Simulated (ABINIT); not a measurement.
## Quasiparticle gap of SiC (Moissanite) in ABINIT

Aim: the G0W0 gap of SiC (Moissanite) on LDA, step by step.

Calculated with ABINIT 10.8.3; LDA and many-body steps on it, plane waves.

**What was measured.**

- Gap 3.33 eV: band gap at cryogenic temperature; bulk crystal (literature value) (quoted in “Silicon carbide diodes for neutron detection”, 2020, arxiv:2009.14696).

### Step 1. The structure

It takes space group P6_3mc (No. 186, hexagonal). Conventional cell: a = 3.076 Å, b = 3.076 Å, c = 5.048 Å, α = 90.00°, β = 90.00°, γ = 120.00°. Si has 4 C at 1.87 to 1.94 Å nearest. Nearest to C lie 4 Si at 1.87 to 1.94 Å. Farther neighbours are not listed.

As a file:

```cif
data_structure
_symmetry_space_group_name_H-M 'P6_3mc'
_symmetry_Int_Tables_number 186
_cell_length_a 3.0760
_cell_length_b 3.0760
_cell_length_c 5.0480
_cell_angle_alpha 90.000
_cell_angle_beta 90.000
_cell_angle_gamma 120.000
_cell_volume 41.36
loop_
_atom_site_label
_atom_site_type_symbol
_atom_site_symmetry_multiplicity
_atom_site_Wyckoff_symbol
_atom_site_fract_x
_atom_site_fract_y
_atom_site_fract_z
_atom_site_occupancy
Si1 Si 2 b 0.33333 0.66667 0.00000 1
C1 C 2 b 0.33333 0.66667 0.38500 1
```

The cell and positions come from the Crystallography Open Database and are kept as given unless a step says otherwise.

### Step 2. Ground state

This step: ABINIT 10.8.3; DFT, LDA, plane waves, norm-conserving pseudopotentials.

The ground-state density comes first.

Input file run.abi:

```
acell 3*1.0 Angstrom
rprim 
  3.075999999976 0.000000000005 0.000000000000
  -1.537999999993 2.663894142018 0.000000000000
  0.000000000000 0.000000000000 5.048000000000
ntypat 2
znucl 14 6
natom 4
typat 1 1 2 2
xred 
  0.333333333333 0.666666666667 0.000000000000
  0.666666666667 0.333333333333 0.500000000000
  0.333333333333 0.666666666667 0.385000000000
  0.666666666667 0.333333333333 0.885000000000
pp_dirpath "pseudos"
pseudos "Si.upf, C.upf"
ecut 37
ngkpt 6 6 4
nshiftk 1
shiftk 0 0 0
kptopt 1
chksymbreak 0
nband 14
occopt 1
tolvrs 1e-10
nstep 60
prtwf 0
optforces 0
optstress 0
indata_prefix "in"
outdata_prefix "out"
tmpdata_prefix "tmp"
```

Command:

```console
$ OMP_NUM_THREADS=1 mpirun -n 4 abinit run.abi > log
```

Numbers of over 12 decimals in the logs are rounded to 6 here.

Log:

```text
.Version 10.8.3 of ABINIT. v10.8.2 released Aug 2026.

 Symmetries : space group P6_3 m c (#186); Bravais hP (primitive hexag.)
================================================================================
 Values of the parameters that define the memory need of the present run
     intxc =       0    ionmov =       0      iscf =       7    lmnmax =       6
     lnmax =       6     mgfft =      54  mpssoang =       3    mqgrid =    3001
     natom =       4  nloc_mem =       1    nspden =       1   nspinor =       1
    nsppol =       1      nsym =      12    n1xccc =    2501    ntypat =       2
    occopt =       1   xclevel =       1
-    mband =          14        mffmem =           1         mkmem =           6
       mpw =        3018          nfft =       55296          nkpt =          21
================================================================================
  Rough estimation (10% accuracy) of disk space for files :
================================================================================

--------------------------------------------------------------------------------
------------- Echo of variables that govern the present computation ------------
--------------------------------------------------------------------------------
 -outvars: echo values of preprocessed input variables --------
            acell      1.8897261259E+00  1.8897261259E+00  1.8897261259E+00 Bohr

      chksymbreak           0
             ecut      3.70000000E+01 Hartree
-          fftalg         312

              ixc       -1012
              kpt      0.00000000E+00  0.00000000E+00  0.00000000E+00
                       1.66666667E-01  0.00000000E+00  0.00000000E+00
                       3.33333333E-01  0.00000000E+00  0.00000000E+00
                       5.00000000E-01  0.00000000E+00  0.00000000E+00
                       1.66666667E-01  1.66666667E-01  0.00000000E+00
                       3.33333333E-01  1.66666667E-01  0.00000000E+00
                       3.33333333E-01  3.33333333E-01  0.00000000E+00
                       0.00000000E+00  0.00000000E+00  2.50000000E-01
                       1.66666667E-01  0.00000000E+00  2.50000000E-01
   [... 10 further rows ...]
                       3.33333333E-01  1.66666667E-01  5.00000000E-01
                       3.33333333E-01  3.33333333E-01  5.00000000E-01
         kptrlatt        6    0    0      0    6    0      0    0    4
          kptrlen      3.48767854E+01
P           mkmem           6
            natom           4
            nband          14
            ngfft          32      32      54
             nkpt          21
            nstep          60
             nsym          12
           ntypat           2
              occ      2.000000  2.000000  2.000000  2.000000  2.000000  2.000000
                       2.000000  2.000000  0.000000  0.000000  0.000000  0.000000
                       0.000000  0.000000
        optforces           0
        optstress           0
            prtwf           0
            rprim      3.0760000000E+00  5.0000000000E-12  0.0000000000E+00
[...]
spgroup         186

           tolvrs      1.00000000E-10

             xred      3.3333333333E-01  6.6666666667E-01  0.0000000000E+00
[...]
znucl       14.00000    6.00000

================================================================================

 chkinp: Checking input parameters for consistency.

================================================================================
== DATASET  1 ==================================================================
-   mpi_nproc: 4, omp_nthreads: 1 (-1 if OMP is not activated)

--- !DatasetInfo
iteration_state: {dtset: 1, }
dimensions: {natom: 4, nkpt: 21, mband: 14, nsppol: 1, nspinor: 1, nspden: 1, mpw: 3018, }
cutoff_energies: {ecut:  37.0, pawecutdg:  -1.0, }
electrons: {nelect:   1.60000000E+01, charge:   0.00000000E+00, occopt:   1.00000000E+00, tsmear:   1.00000000E-02, }

 Real(R)+Recip(G) space primitive vectors, cartesian coordinates (Bohr,Bohr^-1):
 R(1)=  5.8127976  0.0000000  0.0000000  G(1)=  0.1720342  0.0993240  0.0000000
 R(2)= -2.9063988  5.0340304  0.0000000  G(2)=  0.0000000  0.1986480  0.0000000
 R(3)=  0.0000000  0.0000000  9.5393375  G(3)=  0.0000000  0.0000000  0.1048291
 Unit cell volume ucvol=  2.7913818E+02 bohr^3
 Angles (23,13,12)=  9.00000000E+01  9.00000000E+01  1.20000000E+02 degrees

 getcut: wavevector=  0.0000  0.0000  0.0000  ngfft=  32  32  54
         ecut(hartree)=     37.000   => boxcut(ratio)=   2.01048

--- Pseudopotential description ------------------------------------------------
- Si Generated using ONCVPSP code by D. R. Hamann
- 14.00000   4.00000  180309                  znucl, zion, pspdat
12 -1012 2 -1 1510                            pspcod,pspxc,lmax,lloc,mmax
     nproj     2     2     2
  pspatm : epsatm=    6.67003958
         --- l  ekb(1:nproj) -->
[...]
pspatm: atomic psp has been read  and splines computed

- C Generated using ONCVPSP code by D. R. Hamann
-  6.00000   4.00000  180309                  znucl, zion, pspdat
12 -1012 1 -1 1234                            pspcod,pspxc,lmax,lloc,mmax
     nproj     2     2     0
  pspatm : epsatm=    4.35103003
         --- l  ekb(1:nproj) -->
[...]
pspatm: atomic psp has been read  and splines computed

   3.52674228E+02                                ecore*ucvol(ha*bohr**3)
--------------------------------------------------------------------------------

_setup2: Arith. and geom. avg. npw (full set) are    3001.146    3001.130

================================================================================

--- !BeginCycle
iteration_state: {dtset: 1, }
solver: {iscf: 7, nstep: 60, nline: 4, wfoptalg: 0, }
tolerances: {tolvrs: 1.00E-10, }

     iter   Etot(hartree)      deltaE(h)  residm     vres2
 ETOT  1  -20.415448126733    -2.042E+01 4.610E-02 6.747E+02
 ETOT  2  -20.538045169827    -1.226E-01 3.241E-02 3.009E+02
 ETOT  3  -20.630730601451    -9.269E-02 7.845E-03 3.251E-01
 ETOT  4  -20.630881999292    -1.514E-04 1.414E-03 2.786E-03
 ETOT  5  -20.630882436820    -4.375E-07 8.702E-04 1.121E-04
 ETOT  6  -20.630882454322    -1.750E-08 3.237E-04 2.324E-06
 ETOT  7  -20.630882454959    -6.364E-10 2.014E-04 3.060E-08
 ETOT  8  -20.630882454966    -6.988E-12 1.527E-04 1.046E-09
 ETOT  9  -20.630882454966    -1.990E-13 1.161E-04 1.342E-11

 At SCF step    9       vres2   =  1.34E-11 < tolvrs=  1.00E-10 =>converged.

--- !ResultsGS
iteration_state: {dtset: 1, }
comment   : Summary of ground state results
lattice_vectors:
- [  5.8127976,   0.0000000,   0.0000000, ]
- [ -2.9063988,   5.0340304,   0.0000000, ]
- [  0.0000000,   0.0000000,   9.5393375, ]
lattice_lengths: [   5.81280,    5.81280,    9.53934, ]
lattice_angles: [ 90.000,  90.000, 120.000, ] # degrees, (23, 13, 12)
lattice_volume:   2.7913818E+02
convergence: {deltae: -1.990E-13, res2:  1.342E-11, residm:  1.161E-04, diffor:  0.000E+00, }
etotal    :  -2.06308825E+01
entropy   :   0.00000000E+00
fermie    :   2.72164904E-01
cartesian_stress_tensor: null
pressure_GPa: null
xred      :
- [  3.3333E-01,   6.6667E-01,   0.0000E+00, Si]
- [  6.6667E-01,   3.3333E-01,   5.0000E-01, Si]
- [  3.3333E-01,   6.6667E-01,   3.8500E-01,  C]
- [  6.6667E-01,   3.3333E-01,   8.8500E-01,  C]
cartesian_forces: null
force_length_stats: {min: null, max: null, mean: null, }

 Integrated electronic density in atomic spheres:
 ------------------------------------------------
 Atom  Sphere_radius  Integrated_density
[...]
4        2.00000          4.22583101
================================================================================

 ----iterations are completed or convergence reached----

 Mean square residual over all n,k,spin=   78.992E-08; max=  11.611E-05
 reduced coordinates (array xred) for    4 atoms
       0.333333333333      0.666666666667      0.000000000000
       0.666666666667      0.333333333333      0.500000000000
       0.333333333333      0.666666666667      0.385000000000
       0.666666666667      0.333333333333      0.885000000000
 rms dE/dt=  0.0000E+00; max dE/dt=  0.0000E+00; dE/dt below (all hartree)
    1       0.000000000000      0.000000000000      0.000000000000
    2       0.000000000000      0.000000000000      0.000000000000
    3       0.000000000000      0.000000000000      0.000000000000
    4       0.000000000000      0.000000000000      0.000000000000

 cartesian coordinates (angstrom) at end:
    1     -3.33e-12     1.775929     0.000000
    2      1.538000     0.887965     2.524000
    3     -3.33e-12     1.775929     1.943480
    4      1.538000     0.887965     4.467480
 length scales=  1.889726125908  1.889726125908  1.889726125908 bohr
              =  1.000000000000  1.000000000000  1.000000000000 angstroms
 prteigrs : about to open file out_EIG
 Fermi (or HOMO) energy (hartree) =   0.27216   Average Vxc (hartree)=  -0.42110
 Eigenvalues (hartree) for nkpt=  21  k points:
 kpt#   1, nband= 14, wtk=  0.00694, kpt=  0.0000  0.0000  0.0000 (reduced coord)
  -0.30269   -0.17224   -0.04816    0.21498    0.21498    0.26212    0.26212    0.27216
   0.44056    0.49390    0.50767    0.50767    0.54654    0.58860
 prteigrs : prtvol=0 or 1, do not print more k-points.

--- !EnergyTerms
iteration_state     : {dtset: 1, }
comment             : Components of total free energy in Hartree
kinetic             :  1.18535726869294E+01
hartree             :  2.35138635736264E+00
xc                  : -7.56136663175899E+00
Ewald energy        : -2.08945945883793E+01
psp_core            :  1.26343959075366E+00
local_psp           : -8.23332326215687E+00
non_local_psp       :  5.90003392283691E-01
total_energy        : -2.06308824549658E+01
total_energy_eV     : -5.61394911077508E+02
band_energy         :  7.31247154186433E-01

== END DATASET(S) ==============================================================
================================================================================

 -outvars: echo values of variables after computation  --------
           etotal     -2.0630882455E+01
            nband          14
             nkpt          21
          spgroup         186
 [... the other variables as echoed above ...]

 Calculation completed.
```

It took 7 s on 4 MPI ranks of Intel Xeon Platinum 8559C (Emerald Rapids), shared host; peak memory 0.31 GiB; 27 s of CPU time.

Numbers from this step:

```
total energy               : -561.3949 eV
gap                        : 2.222 eV
k of the valence top       : 0, 0, 0
k of the conduction bottom : 0.3333, 0.3333, 0
least direct gap           : 3.994 eV
```

The gap is indirect, with the least direct gap 1.77 eV higher.

(Continued in part 2 of 3.)

[Paths, hosts, dates, memory and timing lines, banners, echoed tables and standing remarks are left out of the program output.]

[Logs are printed without paths, hosts, clocks, repeated set-up lines and the standing remarks that a program may print on its own settings, such as how far it seeks lower states.]

[Runs of the session that timed out or met a known fault of the program may be left out.]

[Hosts, paths, dates, database ids (printed as entryN), source tags and the programs' standing remarks are cut or masked in the printed files.]

[G0W0 gaps are taken among the corrected bands and points alone; a level outside them can change the order at an edge.]

[Where Ansatz stands beside ABINIT at settings called matched, ABINIT's density can come from a denser mesh and the files from another edition; pairs whose starting gaps differed by over 0.03 eV were left out, so agreement reads better than it is.]
